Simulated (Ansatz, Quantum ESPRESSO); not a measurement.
# Are band offsets transitive? CdS, GaAs and ZnSe

How the rows were computed: Quantum ESPRESSO 7.5, LDA with GBRV files. Each pair is a 5 + 5 layer (110) superlattice with atoms on ideal cubic sites at the pair's mean lattice constant; bulk valence tops are placed on the mean potential of each half. An offset X/Y is the valence top of Y less that of X.

```
interface  a (Å)  valence offset (eV)
 CdS/GaAs  5.728               +0.839
GaAs/ZnSe   5.63               −0.889
```

To predict: What is the offset CdS/ZnSe, computed at a = 5.723 Å?

**Worked estimate.** If offsets were properties of the bulk crystals alone, they would add: +0.839 + (−0.889) = −0.050 eV.

**The withheld run.** −0.050 eV; the sum misses by 0.000 eV. The rule holds within 0.05 eV. The three lattice constants differ by up to 1.7 %, so strain shifts of the valence tops enter the miss along with interface dipoles.

Caveats: No interface relaxation, no spin-orbit coupling, thickness untested.

[Logs are printed without paths, hosts, clocks, repeated set-up lines and the standing remarks that a program may print on its own settings, such as how far it seeks lower states.]
